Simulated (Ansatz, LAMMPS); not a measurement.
# Glassy 68GeO2-29SrO-3Gd2O3 (mol %) (105 atoms) under strain, part 3 of 4

Aim: relax glassy 68GeO2-29SrO-3Gd2O3 (mol %) (105 atoms), then change its volume and shape to read moduli from the stress.

Ansatz 0.2.0; Kohn-Sham DFT, revPBE, PAW (set soft_2), plane waves.

The cell: 26 Ge, 11 Sr, 2 Gd and 66 O. The quench rate of 20 K/ps is orders of magnitude faster than experiment. The network of bonds at the start is that of the classical potential that made the cell. Without a Hubbard term or exact exchange, open shells on Gd are likely too delocalised. Only the Γ point is sampled.

So far. Step 2 (Single point at the start): The r.m.s. force at the start is 1.00 eV/Å. Step 3 (Cell and atoms relaxed): The relaxation converged after 47 steps, with a largest force component of 0.036 eV/Å.

### 4. Single point at the relaxed geometry

The electronic structure is read at the final geometry, in a run of its own.

Input file input.yaml:

```yaml
crystal:
  lattice:
    - [11.31986, 0.05081, -0.15392]
    - [0.05081, 11.43121, -0.04129]
    - [-0.15392, -0.04129, 11.672]
  atoms:
    - { symbol: Ge, position: [0.77144, 0.35157, 0.4413] }
    - { symbol: Ge, position: [0.59131, 0.44048, 0.85267] }
    - { symbol: Ge, position: [0.09621, 0.55958, 0.79953] }
    - { symbol: Ge, position: [0.52789, 0.60516, 0.60867] }
    - { symbol: Ge, position: [0.94423, 0.0536, 0.51142] }
    - { symbol: Ge, position: [0.84586, 0.36179, 0.73484] }
    [... 93 atom lines left out ...]
    - { symbol: O, position: [0.97226, 0.67542, 0.79584] }
    - { symbol: O, position: [0.33585, 0.83694, 0.44355] }
    - { symbol: O, position: [0.30355, 0.60656, 0.06663] }
    - { symbol: O, position: [0.05753, 0.10765, 0.77146] }
    - { symbol: O, position: [0.43422, 0.73258, 0.64627] }
    - { symbol: O, position: [0.1695, 0.68904, 0.88522] }
magnetization:
  spin_polarized: true
kpoints:
  mp_grid: { grid: [1, 1, 1] }
hamiltonian:
  xc: revpbe
scf:
  occupations: { method: fermi_dirac, width: 0.05 }
  lower_state_search: "off"
output:
  forces: true
  stress: true
  populations: true
  dos:
    method: { smearing: { sigma: 0.1 } }
    de: 0.1
    projected: { site_lists: { Gd: [Gd], Ge: [Ge], O: [O], Sr: [Sr] } }
  eigenvalues: true
  write_density: true
  write_potential: true
  volumetric_format: npy
```

The run is started by

```console
$ ansatz run input.yaml --threads 4 --pin off --max-ram 15872MiB --backend cpu --events-out ev --progress --plain --runs-dir out
```

Numbers of over 12 decimals in the logs are rounded to 6 here.

Output:

```text
Gd: projections on atomic orbitals take those of the free atom [Kr 4d10] 4f7 5s2 5p6 5d1 6s2, of charge +0.00 (hamiltonian.pseudopotentials.projection_atoms); the dataset's partial waves leave at most 2.5e-4 of an orbital's norm unspanned inside its sphere
[...]
Crystal: 105 atoms, lattice volume = 1510.034 Å³
Basis set: ecut = 420 eV, 29497 PW (Γ), exchange–correlation on 160×160×160 points (8 copies of the dense FFT grid, shifted against one another)
Bands: 565, of which v1, the nominal top of the filled ones, is band 453 counted from 1 (452 counted from 0)
Symmetry: 1 space group operations
[...]
k-points: 1
[...]
Starting moments: Σ|m| = 14 μB on 2 of 105 sites
[...]
SCF iter   1: F=—  HF=-207193.614152 eV  |F-HF|=—  |Δ(HF+E_count)|=         —  Δρ=1.43e-1 (↑1.43e-1 ↓1.43e-1)  dr2=1.85e3  dr2_m=5.55e1  M=-0.047 μB ∫|m|=1.833 μB  β_m=0.02  ethr=3.10e-3  ⟨swp⟩=6.5  Hψ=4679  notcnv=0  defer=168
[...]
SCF iter  15: F=—  HF=-207061.265760 eV  |F-HF|=—  |Δ(HF+E_count)|=    8.18e0  Δρ=1.07e-2 (↑1.07e-2 ↓9.85e-3)  dr2=8.31e0  dr2_m=6.33e-1  M=0.000 μB ∫|m|=14.073 μB  β_m=0.30  ethr=1.78e-3  ⟨swp⟩=3.0  Hψ=2694  notcnv=0  defer=198
[...]
spin-set hold released at iteration 15 (site moments' squared step at or under half its running peak, from the soft ceiling on): the magnetisation degrees of freedom join the quasi-Newton model from the next iteration; the mixer history was flushed
SCF iter  16: F=—  HF=-207067.788317 eV  |F-HF|=—  |Δ(HF+E_count)|=    6.52e0  Δρ=7.88e-3 (↑7.88e-3 ↓6.45e-3)  dr2=6.50e0  dr2_m=2.84e-1  M=0.000 μB ∫|m|=14.062 μB  β_m=0.65  ethr=9.17e-4  ⟨swp⟩=2.0  Hψ=2226  notcnv=0  defer=200
[...]
SCF iter  30: F=-207072.511677 eV  HF=-207072.511677 eV  |F-HF|=4.03e-8  |Δ(HF+E_count)|=   2.53e-7  Δρ=7.04e-7 (↑7.04e-7 ↓6.03e-7)  dr2=3.30e-8  dr2_m=4.21e-10  M=-0.000 μB ∫|m|=14.026 μB  ethr=1.10e-11  ⟨swp⟩=18.0  Hψ=10652  notcnv=0
SCF 1 converged in 30 iterations: F = -207072.511677 eV  dr2 = 3.30e-8
[...]
SCF converged after 30 iterations
Magnetization: -0.0000 μB (453.0000 up, 453.0000 down)
Absolute magnetization: 14.0270 μB (∫|ρ↑−ρ↓|, with the PAW one-centre terms)
[...]
Per-site moments (μB) at R_I (Å): [(2.5059003021692025e-6, 0.743627), (-1.5236182012698043e-6, 0.749900), (3.275685143966079e-5, 0.714934), (0.000238527, 0.725652), (-0.000124698, 0.730485), [...]
Free energy (F): -207072.511677 eV
[...]
Internal energy: -207072.511677 eV  (E = F + TS)
E sigma→0 (E₀):  -207072.511677 eV
Entropy (-TS):   -0.000000 eV (-0.000 meV/atom)
Fermi energy:    7.499770 eV
[...]
--- Forces (eV/Å), atoms counted from 1 ---
  atom   1  Ge    -0.01414586    -0.02256591     0.01427545
  atom   2  Ge     0.03713985     0.00022673    -0.00806429
  atom   3  Ge     0.01362009    -0.01513904    -0.01400974
  atom   4  Ge    -0.01502144     0.00408160    -0.00111534
  atom   5  Ge    -0.03684590     0.00636512     0.02316321
  atom   6  Ge     0.00158873    -0.00117034    -0.00422066
  atom   7  Ge    -0.01200866     0.01958591     0.00451496
  atom   8  Ge    -0.01096200     0.01460019     0.00791499
  atom   9  Ge    -0.00093477    -0.00569494    -0.00915132
  atom  10  Ge     0.00186670    -0.00145833    -0.00869729
  atom  11  Ge    -0.02394538     0.00623655    -0.00085555
  atom  12  Ge    -0.02583433     0.00987993     0.00158604
  atom  13  Ge    -0.00322498    -0.00797655     0.00949235
  atom  14  Ge    -0.00566327     0.01017304    -0.00544118
[...]
atom 104  O     -0.00173728     0.00702858    -0.01067371
  atom 105  O      0.00015787    -0.00002786     0.00181074
  max |Σ_I F_I| component: 4.23e-5 eV/Å
--- Stress (GPa, compression-positive) ---
       -0.017504      -0.007030      -0.010444
       -0.007030      -0.013005      -0.008877
       -0.010444      -0.008877       0.022121
  P = ⅓ Tr σ = -0.0028 GPa (-0.028 kbar)
--- Band table (eV) ---
[...]
--- Löwdin populations: 105 sites ---
  site symbol       q [e]    m [muB]
     0     Ge     12.4937     0.0000
     1     Ge     12.5475     0.0000
     2     Ge     12.6137     0.0001
[...]
104      O      6.7552     0.0001
  spilling = 0.006252 (of n_electrons = 906.000000)
```

Run time: 69 s. Hardware: 4 threads of Intel Xeon 6975P-C (Granite Rapids), shared host; peak memory 4.3 GiB; 4.5 min of CPU time.

The run gave:

| Item | Value |
| --- | --- |
| free energy | -207072.5117 eV |
| free energy per atom | -1972.1192 eV/atom |
| SCF cycles | 30 |
| pressure | -0.002796 GPa |
| r.m.s. force component | 0.01049 eV/Å |
| longest force | 0.04398 eV/Å |
| Fermi energy | 7.5 eV |
| gap (highest filled to lowest empty level) | 1.952 eV |
| absolute moment | 14.03 μB |
| spilling of the projection | 0.006252 |

Löwdin charges by element (they lack the spilled electrons, 0.054 e an atom on average):

| element | coordination | atoms | mean charge (e) | spread | least | most |
| --- | --- | --- | --- | --- | --- | --- |
| Gd | all | 2 | 1.19 | 0.0397 | 1.15 | 1.23 |
| Ge | all | 26 | 1.45 | 0.037 | 1.39 | 1.51 |
| O | all | 66 | -0.821 | 0.0674 | -1.04 | -0.701 |
| Sr | all | 11 | 1.79 | 0.0082 | 1.77 | 1.80 |

Magnetic moments by element:

| element | coordination | atoms | mean moment (μB) | spread | least | most |
| --- | --- | --- | --- | --- | --- | --- |
| Gd | all | 2 | -0.0078 | 6.75 | -6.76 | 6.75 |
| Ge | all | 26 | 0 | 1.0e-4 | -2.0e-4 | 2.0e-4 |
| O | all | 66 | 0 | 0.0014 | -0.0061 | 0.0078 |
| Sr | all | 11 | 0 | 1.0e-4 | -1.0e-4 | 2.0e-4 |

Density of states as counts of states in windows of 1 eV (from the Fermi level), total and the larger projections:

| from (eV) | to (eV) | total up | total down | O p | Ge p | Ge s | Gd f |
| --- | --- | --- | --- | --- | --- | --- | --- |
| -10 | -9 | 6.4 | 6.4 | 7.0 | 0.6 | 4.1 | 0.0 |
| -9 | -8 | 8.8 | 8.8 | 9.8 | 1.0 | 4.9 | 0.0 |
| -8 | -7 | 6.5 | 6.5 | 7.7 | 1.1 | 2.8 | 0.0 |
| -7 | -6 | 14.4 | 14.4 | 20.4 | 6.0 | 0.8 | 0.0 |
| -6 | -5 | 19.7 | 19.7 | 29.2 | 6.9 | 0.6 | 0.1 |
| -5 | -4 | 31.0 | 25.7 | 41.2 | 5.7 | 0.5 | 5.7 |
| -4 | -3 | 40.3 | 45.3 | 70.6 | 2.8 | 0.3 | 7.4 |
| -3 | -2 | 52.6 | 52.6 | 99.2 | 1.2 | 0.1 | 0.8 |
| -2 | -1 | 21.7 | 22.0 | 41.7 | 0.4 | 0.1 | 0.3 |
| -1 | 0 | 0.7 | 0.7 | 1.3 | 0.0 | 0.0 | 0.0 |
| 0 | 1 | 0.6 | 0.6 | 0.2 | 0.0 | 0.4 | 0.0 |
| 1 | 2 | 3.7 | 7.4 | 0.3 | 0.0 | 0.3 | 10.0 |
| 2 | 3 | 10.5 | 6.9 | 4.4 | 1.3 | 5.1 | 3.6 |
| 3 | 4 | 11.5 | 10.4 | 6.3 | 2.7 | 7.2 | 0.0 |
| 4 | 5 | 13.8 | 16.0 | 6.0 | 4.5 | 5.5 | 0.0 |

Between -26 and -10 eV lie 476 more states.

The levels nearest the highest filled one (over half full), pooled over k-points and spins:

| level less the highest filled one (eV) | occupation |
| --- | --- |
| -0.400 | 1 |
| -0.391 | 1 |
| -0.179 | 1 |
| -0.173 | 1 |
| -7.0e-4 | 1 |
| 0 | 1 |
| 1.95 | 0 |
| 1.95 | 0 |
| 2.13 | 0 |
| 2.16 | 0 |
| 2.18 | 0 |
| 2.21 | 0 |

Spin density in the bc plane at fractional x = 0.198, with atoms of Ge and Sr and Gd and O within 0.2 Å of it.

Ten even steps from '0' (-9.68 × 1e0 e/Å³) to '9' (0.00 × 1e0 e/Å³), each cell a mean:
```
99999999999999999999999999999999
99999999999999999999999999999999
99999999999999999999999999999999
99999999999999999999999999999999
99999999999999999999999999999999
99999999999999999999999999999999
97799999999999999999999999999999
71069999999999999999999999999999
85489999999999999999999999999999
99999999999999999999999999999999
99999999999999999999999999999999
99999999999999999999999999999999
99999999999999999999999999999999
99999999999999999999999999999999
99999999999999999999999999999999
99999999999999999999999999999999
99999999999999999999999999999999
99999999999999999999999999999999
99999999999999999999999999999999
99999999999999999999999999999999
99999999999999999999999999999999
99999999999999999999999999999999
99999999999999999999999999999999
99999999999999999999999999999999
```
Columns run along b (11.4 Å), rows up along c (11.7 Å). Atoms in or near the plane, at fractional coordinates: Ge at (0.74, 0.04), Sr at (0.73, 0.57), Gd at (0.06, 0.67), O at (0.56, 0.69), O at (0.78, 0.20), O at (0.24, 0.57), O at (0.38, 0.13).

Electrostatic potential energy in the bc plane at fractional x = 0.198, with atoms of Ge and Sr and Gd and O within 0.2 Å of it. With pseudopotentials it is smooth inside the atoms' cores, unlike the true potential.

Ten even steps from '_' (-39 eV) to '@' (13 eV), each cell a mean:
```
@@@@@@@@@@@@@@%%%%%%%%@@%%##****%%@@@@@@@@%%**++**##@@@@@@@@@@@@
@@@@@@@@@@@@@@%%%%%%@@@@%%++::--##@@@@@@@@**==**%%@@@@@@@@@@@@@@
@@@@@@@@@@@@@@@@@@@@@@@@%%==..::##@@@@@@##::..==%%@@@@@@@@@@@@@@
@@@@@@@@@@@@@@@@@@@@@@@@@@%%####%%%%%%@@%%++++##@@@@@@@@@@@@@@@@
@@@@@@@@@@@@@@@@@@@@@@@@@@@@@@@@%%%%%%%%@@@@@@@@@@@@@@@@@@@@@@@@
##****##%%@@@@@@@@@@@@@@@@@@@@@@@@%%%%@@@@@@@@@@@@@@%%==--##@@%%
--....::++%%@@@@@@@@@@%%%%%%@@@@##--::++@@@@@@@@@@@@##::::**%%##
..______--##@@@@@@@@@@%%%%%%@@@@**..__--%%@@%%%%%%@@@@####%%%%++
::____..==%%%%%%%%@@@@@@%%@@@@@@@@**++##%%%%++====**%%@@@@@@%%**
**====++##%%==....**@@@@@@@@@@@@@@@@@@@@%%++______..**%%@@@@%%%%
%%%%%%%%@@@@--____++@@@@@@@@@@@@@@@@@@@@%%==________**%%@@@@@@@@
@@@@@@@@@@@@%%****%%%%@@@@@@@@@@@@@@@@@@%%**--....++##%%@@@@@@@@
@@@@@@@@@@@@@@@@%%%%%%%%@@@@@@@@@@@@@@@@@@%%%%####%%%%@@@@@@@@@@
%%%%@@@@@@@@@@@@%%%%%%@@@@@@@@@@@@@@@@@@@@@@@@@@@@@@@@@@%%%%####
++##%%@@@@@@@@@@@@@@@@@@@@@@@@@@@@@@@@@@@@@@@@@@@@@@@@%%##++::::
__++%%@@@@@@@@@@%%%%%%@@@@@@@@@@@@@@@@@@@@@@@@@@@@@@@@%%++______
..**%%@@@@@@@@%%##**##%%@@@@@@@@@@@@@@@@@@@@@@@@@@@@@@%%**..____
**##%%@@@@@@@@%%**++++##%%@@@@@@@@@@@@@@@@@@@@@@##**%%%%%%**----
%%@@@@@@@@@@@@%%##****##%%@@@@@@@@@@@@@@@@@@@@**..__--%%@@%%%%%%
@@@@@@@@@@@@@@@@%%%%%%++==**@@@@@@@@@@@@@@@@@@**::..==@@@@@@@@@@
@@@@%%@@@@@@@@@@@@@@##..__..##@@@@@@@@@@@@@@%%##**##%%@@@@@@@@@@
@@**----##@@@@@@@@@@%%==::==##%%%%@@@@@@@@##==----++%%@@@@@@@@@@
@@**::--##@@@@@@@@@@@@@@%%##****##%%@@@@%%++::__..--**@@@@@@@@@@
@@@@%%%%@@@@@@@@@@@@@@@@%%##++++**%%@@@@%%**::....--##@@@@@@@@@@
```
Columns run along b (11.4 Å; values clipped at the 3rd and 97th percentile), rows up along c (11.7 Å). Atoms in or near the plane, at fractional coordinates: Ge at (0.74, 0.04), Sr at (0.73, 0.57), Gd at (0.06, 0.67), O at (0.56, 0.69), O at (0.78, 0.20), O at (0.24, 0.57), O at (0.38, 0.13).

The highest filled and lowest empty levels differ by 1.95 eV (at Γ alone); a semilocal functional tends to put such gaps too low. In a disordered cell it changes from sample to sample, and tail or defect levels can set it. Mean Löwdin charges: Gd +1.19, Ge +1.45, O -0.82, Sr +1.79 e (they miss 0.63 % of the electrons, so they add up to more than the cell's charge). The cell holds a total moment of -2.0e-10 μB, from site moments of up to 6.8 μB that point both ways; no search proves this magnetic order the lowest. The largest share in the top eV of filled states is O p (97 % of the projected weight), and in the lowest eV of empty states Gd f (84 % of the projected weight).

### 5. Volume -3 %

The relaxed cell is scaled evenly and the atoms are relaxed again; the stress at the end gives one point of P(V).

input.yaml, the sections that differ from step 4:

```yaml
crystal:
  lattice:
    - [11.20551, 0.0503, -0.15237]
    - [0.0503, 11.31574, -0.04087]
    - [-0.15237, -0.04087, 11.55409]
  atoms:
    [... the 105 atom lines of step 4 ...]
output:
  forces: true
  eigenvalues: true
  stress: true
relax:
  f_tol: 0.05
  max_steps: 70
# magnetization, kpoints, hamiltonian, scf: as in step 4
```

Output:

```text
Warning: output.stress: scf.convergence.dr2_threshold = 1e-7 eV (the SCF's general default) is looser than the 1.05e-8 eV advised for a printed stress (1e-10 eV for each atom of the cell: 105). What an SCF threshold leaves in a stress goes as its square root, and in the free energy as the threshold itself, and one threshold admits the most on a small cell: [...]
[...]
Crystal: 105 atoms, lattice volume = 1464.733 Å³
Basis set: ecut = 420 eV, 28635 PW (Γ), exchange–correlation on 150×160×160 points (8 copies of the dense FFT grid, shifted against one another)
Bands: 565, of which v1, the nominal top of the filled ones, is band 453 counted from 1 (452 counted from 0)
Symmetry: 1 space group operations
[...]
k-points: 1
[...]
Starting moments: Σ|m| = 14 μB on 2 of 105 sites
[...]
SCF iter   1: F=—  HF=-207191.960282 eV  |F-HF|=—  |Δ(HF+E_count)|=         —  Δρ=1.45e-1 (↑1.45e-1 ↓1.45e-1)  dr2=1.85e3  dr2_m=5.55e1  M=-0.027 μB ∫|m|=1.720 μB  β_m=0.02  ethr=3.10e-3  ⟨swp⟩=7.0  Hψ=4983  notcnv=0  defer=159
[...]
SCF iter  54: F=-207071.949605 eV  HF=-207071.949597 eV  |F-HF|=7.40e-6  |Δ(HF+E_count)|=   5.45e-5  Δρ=1.82e-5 (↑1.68e-5 ↓1.82e-5)  dr2=2.23e-5  dr2_m=7.33e-8  M=-0.000 μB ∫|m|=14.026 μB  ethr=6.90e-9  ⟨swp⟩=15.5  Hψ=7257  notcnv=0
SCF 1 converged in 54 iterations: F = -207071.949605 eV  dr2 = 2.23e-5
[...]
relax step   1: F+E_penalty+E_count = -207071.94960460 eV  Δ(F+E_penalty+E_count) = +0.000e0 eV  max|allowed force component| = 4.521e-1 eV/Å  Δτ_max = 0.0000 Å  (54 SCF iters, dr2 threshold 6.25e-5 eV, accepted)
[...]
relax step   2: F+E_penalty+E_count = -207072.13503392 eV  Δ(F+E_penalty+E_count) = -1.854e-1 eV  max|allowed force component| = 2.796e-1 eV/Å  Δτ_max = 0.0604 Å  (7 SCF iters, dr2 threshold 1.28e-5 eV, accepted)
[...]
relax step   3: F+E_penalty+E_count = -207072.19250182 eV  Δ(F+E_penalty+E_count) = -5.747e-2 eV  max|allowed force component| = 1.598e-1 eV/Å  Δτ_max = 0.0370 Å  (7 SCF iters, dr2 threshold 4.89e-6 eV, accepted)
[...]
relax step   4: F+E_penalty+E_count = -207072.20668346 eV  Δ(F+E_penalty+E_count) = -1.418e-2 eV  max|allowed force component| = 6.591e-2 eV/Å  Δτ_max = 0.0277 Å  (6 SCF iters, dr2 threshold 8.34e-6 eV, accepted)
[...]
relax step   5: F+E_penalty+E_count = -207072.21278785 eV  Δ(F+E_penalty+E_count) = -6.104e-3 eV  max|allowed force component| = 4.817e-2 eV/Å  Δτ_max = 0.0142 Å  (9 SCF iters, accepted)
SCF converged after 9 iterations
Magnetization: -0.0000 μB (453.0000 up, 453.0000 down)
Absolute magnetization: 14.0278 μB (∫|ρ↑−ρ↓|, with the PAW one-centre terms)
[...]
Per-site moments (μB) at R_I (Å): [(3.5779443394136745e-6, 0.742201), (-9.734955566797912e-7, 0.747074), (3.716531028010651e-5, 0.713450), (0.000256878, 0.724851), (-0.000125134, 0.729434), [...]
Free energy (F): -207072.212788 eV
[...]
Internal energy: -207072.212788 eV  (E = F + TS)
E sigma→0 (E₀):  -207072.212788 eV
Fermi energy:    7.913008 eV
[...]
--- Forces (eV/Å), atoms counted from 1 ---
  atom   1  Ge     0.03507818    -0.01124961    -0.01101021
  atom   2  Ge    -0.04415900     0.02482719    -0.00242979
  atom   3  Ge    -0.03169134     0.02851783    -0.01109836
  atom   4  Ge    -0.01413587     0.03390887    -0.04782891
  atom   5  Ge     0.00910018    -0.00898207     0.00189972
  atom   6  Ge    -0.01084333     0.01790159     0.02610696
  atom   7  Ge     0.02064738     0.01431434    -0.01619724
  atom   8  Ge     0.01268385    -0.00837887     0.00294504
  atom   9  Ge     0.01565539     0.01060488     0.00750628
  atom  10  Ge    -0.00105704     0.01762842     0.01016898
  atom  11  Ge     0.00212355    -0.02872283    -0.00178128
  atom  12  Ge     0.01238281    -0.00607089    -0.03044140
  atom  13  Ge     0.01222271     0.01447746    -0.01183677
  atom  14  Ge    -0.00956742    -0.01002539     0.03622346
[...]
atom 104  O      0.00625588     0.00134663    -0.00344746
  atom 105  O     -0.01220282     0.01424811     0.00412249
  max |Σ_I F_I| component: 2.27e-5 eV/Å
--- Stress (GPa, compression-positive) ---
        2.003652       0.150766      -0.024726
        0.150766       2.219468       0.004157
       -0.024726       0.004157       2.282932
  P = ⅓ Tr σ = 2.1687 GPa (21.687 kbar)
--- Band table (eV) ---
[...]
--- Relaxed structure (5 steps of the walk, 5 accepted, 0 SCFs on fresh bases) ---
  F+E_penalty+E_count = -207072.21278785 eV   max|allowed force component| = 4.817e-2 eV/Å
  atoms:
    - { symbol: Ge, position: [0.771736, 0.349908, 0.441019] }
    - { symbol: Ge, position: [0.591024, 0.441914, 0.852520] }
    - { symbol: Ge, position: [0.096568, 0.559499, 0.795769] }
    - { symbol: Ge, position: [0.527746, 0.608054, 0.607638] }
[...]
- { symbol: O, position: [0.170191, 0.688552, 0.883741] }
```

Elapsed: 3.5 min, on 4 threads; peak memory 4.2 GiB; 14 min of CPU time.

The program notes that the SCF threshold is loose for the stress.

The relaxation converged after 5 steps, 0.263 eV below its start, with a largest force component of 0.048 eV/Å.

Volume -3 %: the energy stands 0.299 eV above that of the reference, at a pressure of 2.17 GPa.

### 6. Volume +3 %

The relaxed cell is scaled to another volume.

Input and log are left out; they have the form of those shown for this kind of step.

It took 4.8 min on 4 threads of Intel Xeon 6975P-C (Granite Rapids), shared host; peak memory 4.4 GiB.

The relaxation converged after 9 steps, 0.286 eV below its start, with a largest force component of 0.043 eV/Å.

Volume +3 %: the energy stands 0.217 eV above that of the reference, at a pressure of -1.59 GPa.

### 7. Volume -6 %

The relaxed cell is scaled to another volume.

Input and log are left out; they have the form of those shown for this kind of step.

Wall time 5.2 min (4 threads of Intel Xeon 6975P-C (Granite Rapids), shared host); peak memory 4.1 GiB.

The relaxation converged after 11 steps, 1.20 eV below its start, with a largest force component of 0.037 eV/Å.

Volume -6 %: the energy stands 1.20 eV above that of the reference, at a pressure of 4.42 GPa.

[end of part 3 of 4]

[Logs are printed without paths, hosts, clocks, repeated set-up lines and the standing remarks that a program may print on its own settings, such as how far it seeks lower states.]

[Hosts, paths, dates, database ids (printed as entryN), source tags and the programs' standing remarks are cut or masked in the printed files.]
